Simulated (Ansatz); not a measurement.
# What La3InB (Pm-3m) distorts into, part 3 of 3

Aim: this structure of La3InB (Pm-3m) is to be tested for unstable modes, and one is followed downhill.

Ansatz 0.2.0; DFT PBEsol, scalar-relativistic, plane waves, PAW; PAW set soft_1.

So far. Step 5 (Energy along the mode, all amplitudes (two of the runs …): The lowest of the steps tried is at 0.14 Å, 0.868 meV/atom below the parent; the bottom of the well need not coincide with a step. Step 7 (The new phase in its own primitive cell): The largest force component left is 0.26 meV/Å and the pressure is 0.001 GPa, within the tolerances set. The cell now holds 28.54 Å³/atom. The relaxed cell has a, b, c = 5.220, 7.317, 7.471 Å (conventional setting).

### 8. Modes of the new phase

A relaxed structure may still be a saddle point, so its zone-centre modes are computed. No field response is asked, since the mesh shows no gap.

File input.yaml:

```yaml
crystal:
  lattice:
    - [5.2204680877, 0.0, 0.0]
    - [0.0, 3.6583386358, 3.735359009]
    - [0.0, -3.6583386358, 3.735359009]
  atoms:
    - { symbol: La, position: [0.5, 0.0015190399, 0.5417501103] }
    - { symbol: La, position: [0.5, 0.5417501103, 0.0015190399] }
    - { symbol: La, position: [0.0, 0.4675112055, 0.4675112055] }
    - { symbol: In, position: [0.0, 0.0032853601, 0.0032853601] }
    - { symbol: B, position: [0.5, 0.5033278257, 0.5033278257] }
kpoints:
  mp_grid: { grid: [8, 8, 8] }
hamiltonian:
  xc: pbesol
  pseudopotentials: { kind: paw, azcp: { folder: soft_1 }, xc_functional: pbe }
scf:
  occupations: { method: methfessel_paxton, width: 0.2 }
output:
  eigenvalues: true
phonons:
  method: dfpt
```

Launch:

```bash
ansatz run input.yaml --threads 4 --pin off --max-ram 10240MiB --backend cpu --events-out ev --progress --plain --runs-dir out
```

Numbers of over 12 decimals in the logs are rounded to 6 here.

Log:

```text
zone centre: on kpoints.mp_grid the ground state, and the responses unless they are solved on pairs of k-points, stand on 170 of the mesh's 512 k-points, reduced under 2 symmetry operations, with k and −k counted as one. Each operation leaves every solved displacement unchanged or reverses it
[...]
Crystal: 5 atoms, lattice volume = 142.678 Å³
Basis set: ecut = 420 eV, 2813 PW (Γ), exchange–correlation on 72×72×72 points (8 copies of the dense FFT grid, shifted against one another)
Bands: 30, of which v1, the nominal top of the filled ones, is band 25 counted from 1 (24 counted from 0)
Symmetry: 4 space group operations
k-points: 170 of 512 (irreducible under 2 space group operations, time reversal used)
[...]
SCF iter   1: F=—  HF=-24168.696986 eV  |F-HF|=—  |Δ(HF+E_count)|=         —  Δρ=6.90e-2  dr2=2.71e1  ethr=3.10e-3  ⟨swp⟩=4.9  Hψ=24142  notcnv=0
[...]
SCF iter  12: F=-24163.319790 eV  HF=-24163.319790 eV  |F-HF|=3.64e-12  |Δ(HF+E_count)|=  1.46e-11  S|Δr|=    0.00e0  Δρ=6.56e-8  dr2=7.26e-12  ethr=1.00e-12  ⟨swp⟩=12.9  Hψ=35594  notcnv=0
SCF 1 converged in 12 iterations: F = -24163.319790 eV  dr2 = 7.26e-12
[...]
DFPT response loops at Γ: preconditioner auto → Kerker (q_TF=auto, 2.283 Å⁻¹) (partly filled bands, converged f_vac=0.000); β = 1.00, the filter's whole step (`scf.mixing.beta` (0.50) is not read by the response loops under this deck's `scf.mixing.preconditioner`; to damp them name `kerker` or `kerker_dos`, under which they read `scf.mixing.beta`, and type it under 1.00, their step now; both keys bind the ground state too); Broyden in place of MSR1
SCF converged after 12 iterations
[...]
Free energy (F): -24163.319790 eV
[...]
Internal energy: -24163.317617 eV  (E = F + TS)
E sigma→0 (E₀):  -24163.319247 eV
Entropy (-TS):   -0.002173 eV (-0.435 meV/atom)
Fermi energy:    10.292400 eV
[...]
--- Band table (eV; the first three rows and the last of 170) ---
  k-point 0: bands = [... 21 lower, 9.9238, 9.9350, 10.0147, 11.1988, 11.2617, 11.2674, 11.3626, 11.3674, ... 1 higher]
  k-point 1: bands = [... 21 lower, 9.7891, 10.0845, 10.0989, 10.8868, 11.1462, 11.1677, 11.3185, 11.4194, ... 1 higher]
  k-point 2: bands = [... 21 lower, 9.7554, 10.0357, 10.1618, 10.5423, 10.9762, 11.0035, 11.3932, 11.5873, ... 1 higher]
  k-point 169: bands = [... 21 lower, 7.8789, 10.7226, 10.7294, 10.7739, 11.5629, 11.8436, 11.8958, 12.0734, ... 1 higher]
--- Phonons (Γ-DFPT): 12 representative perturbations + reference, on 170 of 512 k-points (Σ response iterations 45) ---
  k mesh reduced under 2 symmetry operations, with k and −k counted as one. Each operation leaves every solved displacement unchanged or reverses it
  ASR residual: 5.367e-5 → 0.000e0 eV/Å²; symmetrization residual: 5.982e-6 eV/Å²
  ASR residual per site (eV/Å²): 2.31e-5 2.31e-5 1.39e-5 3.92e-5 5.37e-5
[...]
non-analytic LO–TO correction: not included (Born effective charges unavailable; polar crystals: no LO–TO splitting at Γ)
```

Run time: 3.7 min. Hardware: 4 threads of AMD EPYC 9B14 (Zen 4), shared host; peak memory 3.2 GiB.

Numbers from this step:

* sum-rule residual before enforcement: 5.37e-5 eV/Å²
* point group: mm2
* highest optical mode at the zone centre (no LO-TO term): 356.2 cm⁻¹
* lowest optical zone-centre mode: -27.43 cm⁻¹

Patterns of degenerate modes are one choice out of their space. The modes at Γ (shares of kinetic energy by element, %) (negative means imaginary):

| mode | frequency (cm⁻¹) | symmetry | La % | In % | B % |
| --- | --- | --- | --- | --- | --- |
| 1 | -27.4 | B2 | 100 | 0 | 0 |
| 2 | 0.0 | acoustic | 77 | 21 | 2 |
| 3 | 0.0 | acoustic | 77 | 21 | 2 |
| 4 | 0.0 | acoustic | 77 | 21 | 2 |
| 5 | 40.4 | A2 | 100 | 0 | 0 |
| 6 | 65.5 | A1 | 89 | 11 | 0 |
| 7 | 73.0 | B1 | 23 | 74 | 3 |
| 8 | 73.2 | B2 | 21 | 79 | 1 |
| 9 | 78.0 | A1 | 33 | 66 | 1 |
| 10 | 95.4 | B1 | 84 | 5 | 11 |
| 11 | 100.1 | B2 | 91 | 0 | 9 |
| 12 | 108.0 | A1 | 95 | 2 | 3 |
| 13 | 251.6 | B1 | 16 | 0 | 84 |
| 14 | 284.7 | B2 | 12 | 0 | 88 |
| 15 | 356.2 | A1 | 6 | 0 | 94 |

Displacements in mode 1 (-27.4 cm⁻¹), the largest set to 1:
```
La1  0.00 -0.51  0.49
La2  0.00 -0.51 -0.49
La3  0.00  1.00  0.00
In4  0.00  0.01  0.00
B5   0.00  0.10  0.00
```

Displacements in mode 8 (73.2 cm⁻¹), the largest set to 1:
```
La1  0.00 -0.27 -0.02
La2  0.00 -0.27  0.02
La3  0.00 -0.26  0.00
In4  0.00  1.00  0.00
B5   0.00 -0.29  0.00
```

Before it was imposed, the acoustic sum rule was missed by 5.4e-5 eV/Å². Small misses are needed for a sound result but don't prove that mesh and cutoff are converged. The lowest optical mode is imaginary, 27.4i cm⁻¹, so the energy falls along it.

### 9. What came out

| Item | Value |
| --- | --- |
| unstable mode of the parent | q = (0, 0, 0), 118i cm⁻¹ |
| depth at the lowest point sampled | 0.868 meV/atom |
| largest atomic shift at that point | 0.14 Å |
| space group reached (within 0.01 Å) | Amm2 |
| energy gained over the parent (first relaxation, on the mesh of the frozen mode) | 12.0 meV/atom |
| volume per atom, phase reached | 28.5 Å³ |
| lowest optical zone-centre mode, phase reached | -27.4 cm⁻¹ |
| highest optical mode at the zone centre (no LO-TO term), phase reached | 356 cm⁻¹ |

From this start the structure relaxes into Amm2, 12.0 meV/atom below the parent. At the parent's cell the well is 0.868 meV/atom deep on the steps tried, with its lowest point at a shift of 0.14 Å. Relaxing atoms and cell changes the gain by +11.16 meV/atom against the lowest step (energies at zero smearing). Most of the total comes from this relaxation. The frozen pattern makes up only 0 % of the final shifts of the atoms, so other modes or strain give most of the change. The new phase still has an imaginary mode at the zone centre of its cell, so it is a saddle point on the way to a lower structure. How so shallow a well moves with the k mesh was not tested. Of the 6 patterns followed to their end from this parent, this one ends 2.04 meV/atom above the lowest, P-4m2. Each path keeps the symmetry of its pattern, so a lower phase may lie along a pattern not tried. With no gap, or one that is small against the smearing, the frequencies hang on the k mesh and the smearing, most of all near Kohn anomalies. The phonon runs are without spin polarisation, although the cell has an odd electron count. Spin-orbit coupling is left out, which can matter for the heavy elements here. The PAW files were made for PBE and serve the other functionals too.

[Logs are printed without paths, hosts, clocks, repeated set-up lines and the standing remarks that a program may print on its own settings, such as how far it seeks lower states.]

[Hosts, paths, dates, database ids (printed as entryN), source tags and the programs' standing remarks are cut or masked in the printed files.]
